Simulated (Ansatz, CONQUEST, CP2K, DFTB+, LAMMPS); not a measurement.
# Which run comes nearest? Zn2+ BF4- in ethyl methyl carbonate and dimethoxyethane at 330 K (89 atoms)

Density of this cell: 1.17 g/cm³. The cell holds 89 atoms: 20 C, 12 O, 46 H, 2 B, 8 F and 1 Zn. Its edges and angles: a = 10.052 Å, b = 10.052 Å, c = 10.052 Å, α = 90.0°, β = 90.0°, γ = 90.0°. 2 ethyl methyl carbonate, 3 dimethoxyethane, 1 Zn2+, 2 BF4- placed at random, at 1.17 g/cm³; overlaps pushed apart, then 10 ps at 550 K with stiff harmonic cages for PF6 and BF4 with UFF radii; divalent ions of Li, Roberts, Chakravorty and Merz (J. Chem. Theory Comput. 9, 2733 (2013)); MMFF94 bonds, angles, torsions, charges and radii (Halgren, J. Comput. Chem. 17, 490 (1996)) in harmonic and 12-6 forms; charges of ions scaled by 0.8. Snapshot after 30 ps at 330 K and fixed volume.

Geometry: as built.

The reference, a calculation:

| Item | Value |
| --- | --- |
| method | Kohn-Sham DFT, PBE, PAW, plane waves (Ansatz 0.2.0); cutoff 420 eV, Γ point, fermi-dirac smearing of 0.05 eV; PAW set soft_2 |
| r.m.s. force component | 1.241 eV/Å |
| longest force | 7.067 eV/Å |
| pressure | 3.187 GPa |
| gap (highest filled to lowest empty level) | 3.349 eV |
| SCF cycles | 10 |
| time | 5 s on 4 threads of Intel Xeon 6975P-C (Granite Rapids), shared host |
| CPU time | 15 s |

Runs, in no order:
A. CP2K PBE, DZVP-MOLOPT-SR, 800/50 Ry, OT CG: Kohn-Sham DFT, PBE, GTH-PBE pseudopotentials, Gaussian and plane waves, DZVP-MOLOPT-SR-GTH, orbital transformation
B. DFTB+ GFN1-xTB: GFN1-xTB tight binding, diagonalisation
C. CP2K PBE, DZVP-MOLOPT-SR, 280/50 Ry, OT CG: Kohn-Sham DFT, PBE, GTH-PBE pseudopotentials, Gaussian and plane waves, DZVP-MOLOPT-SR-GTH, orbital transformation
D. CONQUEST PBE, grid 120 Ha: Kohn-Sham DFT, PBE, norm-conserving pseudopotentials, pseudo-atomic orbitals (double zeta with polarisation), diagonalisation
E. CONQUEST PBE, grid 40 Ha: Kohn-Sham DFT, PBE, norm-conserving pseudopotentials, pseudo-atomic orbitals (double zeta with polarisation), diagonalisation

**Question.** Rank the runs by how far their forces lie from the reference's, least first.

A, C, D, B, E.

| run | Δ force, r.m.s. (meV/Å) | share of r.m.s. force (%) | CPU time |
| --- | --- | --- | --- |
| A. CP2K PBE, DZVP-MOLOPT-SR, 800/50 Ry, OT CG | 108 | 8.73 | 10 min |
| C. CP2K PBE, DZVP-MOLOPT-SR, 280/50 Ry, OT CG | 187 | 15.1 | 5.6 min |
| D. CONQUEST PBE, grid 120 Ha | 266 | 21.5 | 3.3 min |
| B. DFTB+ GFN1-xTB | 483 | 38.9 | 4.4 s |
| E. CONQUEST PBE, grid 40 Ha | 1275 | 103 | 86 s |

Periodic xTB results under one method name differ between programs and library versions (DFTB+ here holds tblite 0.3). With short bonds to hydrogen, sets of potentials differ among themselves by several per cent in forces even at converged cutoffs, so the reference isn't exact here either. The network of contacts between molecules at the start is that of the classical potential that made the cell, and needn't be the one that DFT or experiment would give. The electronic-structure runs sample only Γ, in a cell whose shortest periodic width is 10 Å.

[Hosts, paths, dates, database ids (printed as entryN), source tags and the programs' standing remarks are cut or masked in the printed files.]

[The MMFF94 radii named for the starting cell were scaled by 0.96; in molecules described by MMFF94, hydrogen bound to N, O or S took a small fixed 12-6 site in their place.]
